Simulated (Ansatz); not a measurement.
## Y (P6_3/mmc, 2 atoms in the cell): modes against uniaxial strain along c

Aim: how do the optical modes of Y (P6_3/mmc, 2 atoms in the cell) shift and split under this strain?

Calculated with Ansatz 0.2.0; DFT LDA, scalar-relativistic, plane waves, PAW; PAW set soft_1.

## Step 1: Set-up

It takes space group P6_3/mmc (No. 194, hexagonal). The conventional cell has a = 3.647 Å, b = 3.647 Å, c = 5.731 Å, α = 90.00°, β = 90.00°, γ = 120.00°. Nearest to Y lie 12 Y at 3.56 to 3.65 Å.

Coordinates:

```cif
data_structure
_symmetry_space_group_name_H-M 'P6_3/mmc'
_symmetry_Int_Tables_number 194
_cell_length_a 3.6474
_cell_length_b 3.6474
_cell_length_c 5.7306
_cell_angle_alpha 90.000
_cell_angle_beta 90.000
_cell_angle_gamma 120.000
_cell_volume 66.02
loop_
_atom_site_label
_atom_site_type_symbol
_atom_site_symmetry_multiplicity
_atom_site_Wyckoff_symbol
_atom_site_fract_x
_atom_site_fract_y
_atom_site_fract_z
_atom_site_occupancy
Y1 Y 2 c 0.33333 0.66667 0.25000 1
```

## Step 2: Bringing the structure to rest

Harmonic phonons are second derivatives at a point where the forces vanish, and they are wanted at zero stress, so atoms and cell are relaxed first.

Contents of input.yaml:

```yaml
crystal:
  lattice:
    - [3.6474, 0.0, 0.0]
    - [-1.8237, 3.1587410578, 0.0]
    - [0.0, 0.0, 5.7306]
  atoms:
    - { symbol: "Y", position: [0.33333333, 0.66666667, 0.25] }
    - { symbol: "Y", position: [0.66666667, 0.33333333, 0.75] }
kpoints:
  mp_grid: { grid: [15, 15, 8] }
hamiltonian:
  xc: lda
  pseudopotentials: { kind: paw, azcp: { folder: soft_1 }, xc_functional: pbe }
scf:
  occupations: { method: gaussian, width: 0.1 }
output:
  forces: true
  stress: true
  eigenvalues: true
  write_density: true
  write_potential: true
  elf: true
  volumetric_format: npy
relax:
  adjacent_minimum: "off"
  f_tol: 0.005
  max_steps: 80
  cell: { stress_tol: 0.05 }
```

Started as:

```sh
$ ansatz run input.yaml --threads 4 --pin off --max-ram 10240MiB --backend cpu --events-out ev --progress --plain --runs-dir out
```

Numbers of over 12 decimals in the logs are rounded to 6 here.

What it wrote:

```text
Engine: ansatz 0.2.0, x86_64-unknown-linux-gnu
Pseudopotentials: kind: paw
Pseudopotential: Y, paw, valence charge 11, recommended cutoff 420 eV (normal), soft_1/Y.paw.azcp
Functional definition: SPW92
  exchange = slater_x
  correlation = pw_c
Crystal: 2 atoms, lattice volume = 66.023 Å³
Basis set: ecut = 420 eV, 1267 PW (Γ)
Bands: 15, of which v1, the nominal top of the filled ones, is band 11 counted from 1 (10 counted from 0)
Symmetry: 24 space group operations
Space group: P63/mmc (ITA 194), of the structure as read, at distance tolerance 4.0e-5 Å
k-points: 135 of 1800
Non-local potential: Y, projectors of the file, l = 0: 3, l = 1: 2, l = 2: 2, l = 3: 1
PAW form: soft (Blöchl's): semilocal exchange-correlation on the pseudo side does not see the compensation charge
PAW frozen core: Y, regenerated for the run's functional, and the local potential with it (the file was generated under x = pbe(κ = 0.804, μ = 0.219515), c = pbe(β = 0.066725))
PAW one-centre angular grid: Y, 590 points (default); XC on 64 Gauss nodes
Initial density: superposition of atomic densities (chi_scale 0.1, normalization cell)
Initial wavefunctions: pseudopotential atomic-orbital guess
Functional: x = slater, c = lda
SCF iter   1: F=—  HF=-7491.136724 eV  |F-HF|=—  |Δ(HF+E_count)|=         —  Δρ=1.19e-2  dr2=1.57e-1  ethr=3.10e-3  ⟨swp⟩=4.4  Hψ=8839  notcnv=0
preconditioner: auto → Kerker (q_TF=auto, 2.272 Å⁻¹)  [metal: Δε(μ)=0.009 eV  Ē_g=2.557 eV  σ=0.100 eV  W_gap=0.05  n_scr=22 (ndim 8)  ℏωp=11.2 eV  f_vac=0.000  D(μ)=3.79/eV (n_scr^D=34)]
SCF iter   2: F=—  HF=-7491.103120 eV  |F-HF|=—  |Δ(HF+E_count)|=   3.36e-2  Δρ=7.73e-3  dr2=6.47e-2  ethr=7.15e-4  ⟨swp⟩=1.2  Hψ=3149  notcnv=0  defer=1
SCF iter   3: F=—  HF=-7491.081135 eV  |F-HF|=—  |Δ(HF+E_count)|=   2.20e-2  Δρ=9.54e-4  dr2=6.32e-4  ethr=2.94e-4  ⟨swp⟩=3.0  Hψ=3881  notcnv=0  defer=1
SCF iter   4: F=—  HF=-7491.081148 eV  |F-HF|=—  |Δ(HF+E_count)|=   1.24e-5  Δρ=1.90e-4  dr2=2.16e-5  ethr=2.87e-6  ⟨swp⟩=1.8  Hψ=2240  notcnv=0  defer=1
SCF iter   5: F=—  HF=-7491.081146 eV  |F-HF|=—  |Δ(HF+E_count)|=   1.23e-6  Δρ=3.80e-5  dr2=7.56e-7  ethr=9.82e-8  ⟨swp⟩=2.2  Hψ=3436  notcnv=0  defer=1
SCF iter   6: F=-7491.081147 eV  HF=-7491.081147 eV  |F-HF|=3.61e-9  |Δ(HF+E_count)|=   1.72e-7  Δρ=7.08e-6  dr2=2.10e-8  ethr=4.55e-10  ⟨swp⟩=8.4  Hψ=12642  notcnv=0
SCF 1 converged in 6 iterations: F = -7491.081147 eV  dr2 = 2.10e-8
  greatest PAW one-centre occupation: 0.992 electrons in one spin orbital (limit 2), on the Y atom at site 1 (counted from 0), in its partial waves of l = 0
relax step   1: F+E_penalty+E_count = -7491.08114653 eV  Δ(F+E_penalty+E_count) = +0.000e0 eV  max|allowed force component| = 6.939e-17 eV/Å  Δτ_max = 0.0000 Å  P = -3.827 GPa  Ω = 66.023 Å³  (6 SCF iters, dr2 threshold 1.00e-7 eV, accepted)
Crystal: 2 atoms, lattice volume = 59.782 Å³
Basis set: ecut = 420 eV, 1153 PW (Γ)
Initial density: handed on by an earlier stage of this run
Initial wavefunctions: those handed on with the density
iter 1 solved again at ethr=1.72e-6 eV; its pass at ethr=3.10e-3 eV (dr2=3.79e-4 eV) is discarded
SCF iter   1: F=—  HF=-7491.161092 eV  |F-HF|=—  |Δ(HF+E_count)|=         —  Δρ=1.13e-3  dr2=4.39e-4  ethr=1.72e-6  ⟨swp⟩=2.1  Hψ=15393  notcnv=0
preconditioner: auto → Kerker (q_TF=auto, 2.310 Å⁻¹)  [metal: Δε(μ)=0.007 eV  Ē_g=2.644 eV  σ=0.100 eV  W_gap=0.04  n_scr=10 (ndim 8)  ℏωp=11.8 eV  f_vac=0.000  D(μ)=3.44/eV (n_scr^D=34)]
SCF iter   2: F=—  HF=-7491.161097 eV  |F-HF|=—  |Δ(HF+E_count)|=   4.78e-6  Δρ=6.30e-4  dr2=1.42e-4  ethr=1.72e-6  ⟨swp⟩=1.9  Hψ=3210  notcnv=0
SCF iter   3: F=—  HF=-7491.161121 eV  |F-HF|=—  |Δ(HF+E_count)|=   2.46e-5  Δρ=7.57e-5  dr2=3.22e-6  ethr=6.46e-7  ⟨swp⟩=2.2  Hψ=3350  notcnv=0
SCF iter   4: F=-7491.161121 eV  HF=-7491.161121 eV  |F-HF|=7.22e-9  |Δ(HF+E_count)|=   1.63e-8  Δρ=1.08e-5  dr2=6.84e-8  ethr=9.09e-10  ⟨swp⟩=6.1  Hψ=12351  notcnv=0
SCF 2 converged in 4 iterations: F = -7491.161121 eV  dr2 = 6.84e-8
relax step   2: F+E_penalty+E_count = -7491.16112148 eV  Δ(F+E_penalty+E_count) = -7.997e-2 eV  max|allowed force component| = 6.939e-18 eV/Å  Δτ_max = 0.0000 Å  P = +0.054 GPa  Ω = 59.782 Å³  energy of the carried Pulay correction = +1.542e-4 eV  (4 SCF iters, dr2 threshold 2.00e-7 eV, accepted)
Crystal: 2 atoms, lattice volume = 59.860 Å³
iter 1 solved again at ethr=1.76e-9 eV; its pass at ethr=3.10e-3 eV (dr2=3.87e-7 eV) is discarded
SCF iter   1: F=—  HF=-7491.161135 eV  |F-HF|=—  |Δ(HF+E_count)|=         —  Δρ=1.85e-5  dr2=1.53e-7  ethr=1.76e-9  ⟨swp⟩=3.4  Hψ=14697  notcnv=0
preconditioner: auto → Kerker (q_TF=auto, 2.309 Å⁻¹)  [metal: Δε(μ)=0.007 eV  Ē_g=2.642 eV  σ=0.100 eV  W_gap=0.04  n_scr=10 (ndim 8)  ℏωp=11.8 eV  f_vac=0.000  D(μ)=3.44/eV (n_scr^D=34)]
SCF iter   2: F=—  HF=-7491.161135 eV  |F-HF|=—  |Δ(HF+E_count)|=   2.80e-9  Δρ=1.05e-5  dr2=5.25e-8  ethr=6.95e-10  ⟨swp⟩=1.3  Hψ=2490  notcnv=0
SCF iter   3: F=-7491.161135 eV  HF=-7491.161135 eV  |F-HF|=5.09e-10  |Δ(HF+E_count)|=   3.94e-9  Δρ=1.35e-6  dr2=1.45e-9  ethr=5.00e-11  ⟨swp⟩=5.1  Hψ=10987  notcnv=0
SCF 3 converged in 3 iterations: F = -7491.161135 eV  dr2 = 1.45e-9
relax step   3: F+E_penalty+E_count = -7491.16113466 eV  Δ(F+E_penalty+E_count) = -1.318e-5 eV  max|allowed force component| = 1.295e-16 eV/Å  Δτ_max = 0.0000 Å  P = -0.003 GPa  Ω = 59.860 Å³  energy of the carried Pulay correction = +1.522e-4 eV  (3 SCF iters, dr2 threshold 1.10e-8 eV, accepted)
Initial wavefunctions: pseudopotential atomic-orbital guess (no wavefunctions were taken with the density)
iter 1 solved again at ethr=1.76e-7 eV; its pass at ethr=3.10e-3 eV (dr2=3.86e-5 eV) is discarded
SCF iter   1: F=—  HF=-7491.160950 eV  |F-HF|=—  |Δ(HF+E_count)|=         —  Δρ=5.49e-5  dr2=2.24e-7  ethr=1.76e-7  ⟨swp⟩=3.1  Hψ=15150  notcnv=0
SCF iter   2: F=—  HF=-7491.160950 eV  |F-HF|=—  |Δ(HF+E_count)|=   2.83e-8  Δρ=2.82e-5  dr2=5.81e-8  ethr=1.02e-9  ⟨swp⟩=2.0  Hψ=2604  notcnv=0
SCF iter   3: F=—  HF=-7491.160950 eV  |F-HF|=—  |Δ(HF+E_count)|=  4.02e-10  Δρ=8.41e-7  dr2=1.87e-10  ethr=2.64e-10  ⟨swp⟩=2.0  Hψ=2587  notcnv=0
SCF iter   4: F=-7491.160950 eV  HF=-7491.160950 eV  |F-HF|=2.73e-12  |Δ(HF+E_count)|=  5.55e-11  Δρ=1.27e-7  dr2=5.65e-12  ethr=1.00e-12  ⟨swp⟩=6.4  Hψ=9415  notcnv=0
SCF 4 converged in 4 iterations: F = -7491.160950 eV  dr2 = 5.65e-12
relax step   4: F+E_penalty+E_count = -7491.16095032 eV  Δ(F+E_penalty+E_count) = +1.843e-4 eV  max|allowed force component| = 1.110e-16 eV/Å  Δτ_max = 0.0000 Å  P = -0.002 GPa  Ω = 59.860 Å³  stress off target by 1.40e-2 GPa  SCF on the basis re-selected at this cell (its energy is not comparable with the rows above)  (4 SCF iters)
basis re-selected at this cell: Δ(F+E_penalty+E_count) = +1.843e-4 eV, ΔP = +0.001 GPa vs the last step (what re-selecting the basis moved, of the pressure what is left beyond the Pulay correction that the steps carried, after the strain that the cell walked since its last selection, with what the two solves' SCF thresholds leave and, on support functions, any second-order correction that the steps lacked; it is no measure of the basis error at this ecutwfc). The dense FFT grid was sized anew with the basis: this SCF ran on 24×24×40 points, the steps before it on 25×25×40, so part of this shift can come from that change (see relax.cell in the input reference). [rest of the remark cut]
SCF converged after 4 iterations
Free energy (F): -7491.160950 eV
Harris-Foulkes:  -7491.160950 eV  (|F-HF|=2.73e-12)
Internal energy: -7491.143739 eV  (E = F + TS)
E sigma→0 (E₀):  -7491.152345 eV
Entropy (-TS):   -0.017212 eV (-8.606 meV/atom)
Fermi energy:    10.215366 eV
--- Per-component energies (eV) ---
  E_band       = -219.828015
  E_kinetic    = 634.225205
  E_local      = -1145.469909  (includes V_loc(G=0)·N_el)
  E_nonlocal   = 62.170123
  E_hartree    = 361.432747
  E_xc         = -354.240928
  E_vxc        = -410.327393  (∫ρ·V_xc dr)
  E_paw        = -5429.703524  (= ΣΔE_a)
  E_vpaw       = -83.291557  (= ΣTr[D̂ρ^β])
  E_aug_tail   = 0.000046  (compensation charges beyond the density's cutoff)
  E_ewald      = -1620.216667
  E_core_change = 0.659170  (= ΣΔE_core)
  E_smearing   = -0.017212  (= −TS)
  E_closure    = -0.000000  (closes the sum)
  Σ components = -7491.160950   (vs F -7491.160950, Δ=0.00e0)
--- Forces (eV/Å), atoms counted from 1 ---
  atom   1  Y      0.00000000    -0.00000000     0.00000000
  atom   2  Y     -0.00000000     0.00000000    -0.00000000
  max |Σ_I F_I| component: 9.25e-18 eV/Å
--- Stress (GPa, compression-positive) ---
        0.003878       0.000000      -0.000000
        0.000000       0.003878      -0.000000
        0.000000      -0.000000      -0.013964
  P = ⅓ Tr σ = -0.0021 GPa (-0.021 kbar)
--- Band table (eV; the first three rows and the last of 135) ---
  k-point 0: bands = [... 7 lower, -11.7446, 5.4368, 8.2118, 11.5431, 11.9724, 11.9724, 12.4003, 12.6682]
  k-point 1: bands = [... 7 lower, -11.7789, 5.5522, 8.1681, 11.3928, 11.8993, 11.8993, 12.2888, 12.5629]
  k-point 2: bands = [... 7 lower, -11.8174, 5.8849, 7.9845, 11.1245, 11.7967, 11.7967, 11.9877, 12.3207]
  k-point 134: bands = [... 7 lower, -11.8826, 9.7526, 9.7526, 9.8063, 9.8063, 10.7694, 10.7694, 13.1123]
--- Relaxed structure (3 steps of the walk, 3 accepted, 1 SCFs on fresh bases) ---
  F+E_penalty+E_count = -7491.16095032 eV   max|allowed force component| = 1.110e-16 eV/Å   (the final SCF, on the basis selected at the relaxed cell)
  cell:  # Å, volume = 59.8602 Å³
    - [3.543024, 0.0, 0]
    - [-1.771512, 3.068348, -3.9603667723233136e-18]
    - [0, -7.184912409823936e-18, 5.506295]
  atoms:
    - { symbol: Y, position: [0.333333, 0.666667, 0.25] }
    - { symbol: Y, position: [0.666667, 0.333333, 0.750000] }
```

Elapsed: 16 s, on 4 threads of AMD EPYC (Zen 3), shared host; peak memory 0.47 GiB; 49 s of CPU time.

Step by step:

| step | energy less that of the first step (eV) | largest force component (eV/Å) | pressure (GPa) | volume (Å³) |
| --- | --- | --- | --- | --- |
| 1 | 0.0000 | 0.0000 | -3.83 | 66.02 |
| 2 | -0.0800 | 0.0000 | 0.05 | 59.78 |
| 3 | -0.0800 | 0.0000 | 0.00 | 59.86 |
| 4* | -0.0798 | 0.0000 | 0.00 | 59.86 |

Relaxation steps marked * repeat the geometry before them on a plane-wave basis chosen anew for their cell, so energy and pressure can jump there.

The run keeps the 24 symmetry operations that it works with, so distortions that break them were not tested.

| conventional cell, symmetrised | before | after | change |
| --- | --- | --- | --- |
| a (Å) | 3.647 | 3.543 | -2.9 % |
| b (Å) | 3.647 | 3.543 | -2.9 % |
| c (Å) | 5.731 | 5.506 | -3.9 % |
| volume (Å³/atom) | 33.01 | 29.93 | -9.3 % |

The relaxed structure:

```
Y
1.0
     3.54302    0.00000    0.00000
    -1.77151    3.06835    0.00000
     0.00000    0.00000    5.50630
Y
2
Direct
  0.33333 0.66667 0.25000
  0.66667 0.33333 0.75000
```

This step gave:

* pressure: -0.002069 GPa
* volume per atom: 29.93 Å³
* gap on the k-mesh: 0 eV

Electrostatic potential energy in the ac plane at fractional y = 0.333, with atoms of Y within 0.2 Å of it. With pseudopotentials it is smooth inside the atoms' cores, unlike the true potential.

Ten even steps from '_' (-46 eV) to '@' (12 eV), each cell a mean:
```
@@@@@@@@@@@@@@%%%%%%%%%%@@@@
@@@@@@@@@@@@%%##++++++**%%%%
@@@@@@@@@@%%##==::..::--**%%
%%@@@@@@@@%%++..______..--**
%%@@@@@@%%##==__________::**
%%@@@@@@@@##==__________::**
%%@@@@@@@@%%**::______..==##
@@@@@@@@@@%%##++--::::==**%%
@@@@@@@@@@@@%%##******##%%@@
@@@@@@@@@@@@@@@@%%%%%%@@@@@@
@@@@@@@@@@@@@@@@@@@@@@@@@@@@
@@@@@@@@@@@@@@@@@@@@@@@@@@@@
@@@@%%%%@@@@@@@@@@@@@@@@@@@@
%%%%%%%%%%@@@@@@@@@@@@@@@@@@
%%######%%%%@@@@@@@@@@@@@@@@
%%######%%%%@@@@@@@@@@@@@@@@
%%%%####%%%%@@@@@@@@@@@@@@@@
%%%%%%%%%%@@@@@@@@@@@@@@@@@@
@@@@@@@@@@@@@@@@@@@@@@@@@@@@
@@@@@@@@@@@@@@@@@@@@@@@@@@@@
@@@@@@@@@@@@@@@@@@@@@@@@@@@@
```
Columns run along a (3.5 Å; values clipped at the 3rd and 97th percentile), rows up along c (5.5 Å). Atoms in or near the plane, at fractional coordinates: Y at (0.67, 0.75).

Valence density in the ac plane at fractional y = 0.333, with atoms of Y within 0.2 Å of it. It is the smooth field of the valence electrons, not physical close to the nuclei.

Values in e/Å³, 21 rows by 14 columns, each cell a mean:
```
0.1 0.1 0.1 0.1 0.1 0.1 0.1 0.2 0.3 0.3 0.3 0.2 0.2 0.1
0.1 0.1 0.1 0.1 0.1 0.1 0.2 0.5 0.8 1.0 0.9 0.6 0.3 0.2
0.1 0.1 0.1 0.1 0.1 0.2 0.5 1.2 1.9 2.4 2.2 1.5 0.8 0.3
0.2 0.1 0.1 0.1 0.2 0.3 0.9 2.3 3.2 3.4 3.4 2.7 1.5 0.6
0.2 0.1 0.1 0.1 0.2 0.4 1.2 2.8 3.4 3.0 3.3 3.2 1.9 0.7
0.2 0.1 0.1 0.1 0.2 0.4 1.2 2.8 3.4 3.1 3.3 3.2 1.9 0.7
0.2 0.1 0.1 0.1 0.1 0.3 0.8 2.0 2.9 3.3 3.2 2.4 1.3 0.5
0.1 0.1 0.1 0.1 0.1 0.2 0.4 1.0 1.7 2.0 1.9 1.3 0.6 0.3
0.1 0.1 0.1 0.1 0.1 0.1 0.2 0.4 0.6 0.8 0.7 0.5 0.3 0.2
0.1 0.1 0.1 0.1 0.1 0.1 0.1 0.2 0.2 0.2 0.2 0.2 0.1 0.1
0.1 0.1 0.1 0.1 0.1 0.1 0.1 0.1 0.1 0.1 0.1 0.1 0.1 0.1
0.1 0.1 0.1 0.1 0.1 0.1 0.1 0.1 0.1 0.1 0.1 0.1 0.1 0.1
0.1 0.2 0.2 0.2 0.2 0.1 0.1 0.1 0.1 0.1 0.1 0.1 0.1 0.1
0.2 0.3 0.3 0.3 0.2 0.2 0.1 0.1 0.1 0.1 0.1 0.1 0.1 0.1
0.2 0.3 0.4 0.4 0.3 0.2 0.1 0.1 0.1 0.1 0.1 0.1 0.1 0.2
0.3 0.4 0.5 0.4 0.3 0.2 0.1 0.1 0.1 0.1 0.1 0.1 0.1 0.2
0.2 0.3 0.4 0.4 0.3 0.2 0.1 0.1 0.1 0.1 0.1 0.1 0.1 0.2
0.2 0.2 0.3 0.3 0.2 0.2 0.1 0.1 0.1 0.1 0.1 0.1 0.1 0.1
0.1 0.2 0.2 0.2 0.1 0.1 0.1 0.1 0.1 0.1 0.1 0.1 0.1 0.1
0.1 0.1 0.1 0.1 0.1 0.1 0.1 0.1 0.1 0.1 0.1 0.1 0.1 0.1
0.1 0.1 0.1 0.1 0.1 0.1 0.1 0.1 0.1 0.2 0.1 0.1 0.1 0.1
```
Columns run along a (3.5 Å), rows up along c (5.5 Å). Atoms in or near the plane, at fractional coordinates: Y at (0.67, 0.75).

ELF in the ac plane at fractional y = 0.333, with atoms of Y within 0.2 Å of it. It is the smooth field of the valence electrons, not physical close to the nuclei.

Ten even steps from '0' (0.13) to '9' (0.84), each cell a mean:
```
13442000121000
02431003677420
01320038999861
00110279988994
00100389856996
00100389856995
00210169999983
01320027999851
02431002565310
23432100010000
22222111111111
00000123444321
00000014676520
00110003677410
02321002576410
12431002576310
01221002576410
00100003677410
00000014566421
10001123333321
22222111111111
```
Columns run along a (3.5 Å), rows up along c (5.5 Å). Atoms in or near the plane, at fractional coordinates: Y at (0.67, 0.75).

In this step the volume went from 33.01 to 29.93 Å³/atom.

## Step 3: Bringing the structure to rest

The relaxation is repeated from its end on the same settings, as a check that it has come to rest.

input.yaml, the sections that differ from step 2:

```yaml
crystal:
  lattice:
    - [3.5430235188, 0.0, 0.0]
    - [-1.7715117594, 3.0683483735, 0.0]
    - [0.0, 0.0, 5.5062951242]
  atoms:
    - { symbol: "Y", position: [0.3333333333, 0.6666666667, 0.25] }
    - { symbol: "Y", position: [0.6666666667, 0.3333333333, 0.75] }
output:
  forces: true
  stress: true
  eigenvalues: true
# kpoints, hamiltonian, scf, relax: as in step 2
```

What it wrote:

```text
[...]
Crystal: 2 atoms, lattice volume = 59.860 Å³
Basis set: ecut = 420 eV, 1153 PW (Γ)
Bands: 15, of which v1, the nominal top of the filled ones, is band 11 counted from 1 (10 counted from 0)
Symmetry: 24 space group operations
[...]
k-points: 135 of 1800
[...]
k-point 134: bands = [... 7 lower, -11.8826, 9.7526, 9.7526, 9.8063, 9.8063, 10.7694, 10.7694, 13.1123]
--- Relaxed structure (1 steps of the walk, 1 accepted, 1 SCFs on fresh bases) ---
[...]
cell:  # Å, volume = 59.8602 Å³
    - [3.543024, 0.0, 0.0]
    - [-1.771512, 3.068348, 0.0]
    - [0.0, 0.0, 5.5062951242]
  atoms:
    - { symbol: Y, position: [0.333333, 0.666667, 0.250000] }
    - { symbol: Y, position: [0.666667, 0.333333, 0.750000] }
[key lines of the parts left out:]
SCF converged after 4 iterations
Free energy (F): -7491.160950 eV
Fermi energy:    10.215367 eV
P = ⅓ Tr σ = -0.0021 GPa (-0.021 kbar)
```

Run time: 7 s. Hardware: 4 threads; peak memory 0.44 GiB; 22 s of CPU time.

Little changed from the start: no atom moved by 0.005 Å and no cell edge by 0.1 %.

Numbers from this step:

- pressure: -0.002070 GPa

In this step the volume went from 29.93 to 29.93 Å³/atom.

## Step 4: Tight relaxation

Phonons need small forces and stress, so the relaxation is finished with tight tolerances on 15×15×8 k points.

input.yaml: that of step 3 with these lines changed.

```diff
@@ -14,3 +14,3 @@
 scf:
-  occupations: { method: gaussian, width: 0.1 }
+  occupations: { method: methfessel_paxton, width: 0.2 }
 output:
@@ -21,4 +21,4 @@
   adjacent_minimum: "off"
-  f_tol: 0.005
-  max_steps: 80
-  cell: { stress_tol: 0.05 }
+  f_tol: 0.001
+  max_steps: 60
+  cell: { stress_tol: 0.01 }
```

What it wrote:

```text
[...]
Crystal: 2 atoms, lattice volume = 59.860 Å³
Basis set: ecut = 420 eV, 1153 PW (Γ)
Bands: 15, of which v1, the nominal top of the filled ones, is band 11 counted from 1 (10 counted from 0)
Symmetry: 24 space group operations
[...]
k-points: 135 of 1800
[...]
k-point 134: bands = [... 7 lower, -11.8750, 9.7586, 9.7586, 9.8126, 9.8126, 10.7763, 10.7763, 13.1195]
--- Relaxed structure (2 steps of the walk, 2 accepted, 1 SCFs on fresh bases) ---
[...]
cell:  # Å, volume = 59.8293 Å³
    - [3.542333, 0.0, 0.0]
    - [-1.771167, 3.067751, 0.0]
    - [0.0, 0.0, 5.505593]
  atoms:
    - { symbol: Y, position: [0.333333, 0.666667, 0.250000] }
    - { symbol: Y, position: [0.666667, 0.333333, 0.750000] }
[key lines of the parts left out:]
SCF converged after 6 iterations
Free energy (F): -7491.151550 eV
Fermi energy:    10.222055 eV
P = ⅓ Tr σ = 0.0019 GPa (0.019 kbar)
```

It took 11 s on 4 threads; peak memory 0.44 GiB.

Little changed from the start: no atom moved by 0.005 Å and no cell edge by 0.1 %.

This step gave:

| Quantity | Value |
| --- | --- |
| pressure | 0.001948 GPa |
| volume per atom | 29.91 Å³ |

The forces vanish by symmetry and the pressure is 0.002 GPa, within the tolerances set. The cell now holds 29.91 Å³/atom.

[end of part 1 of 2]

[Logs are printed without paths, hosts, clocks, repeated set-up lines and the standing remarks that a program may print on its own settings, such as how far it seeks lower states.]

[Hosts, paths, dates, database ids (printed as entryN), source tags and the programs' standing remarks are cut or masked in the printed files.]
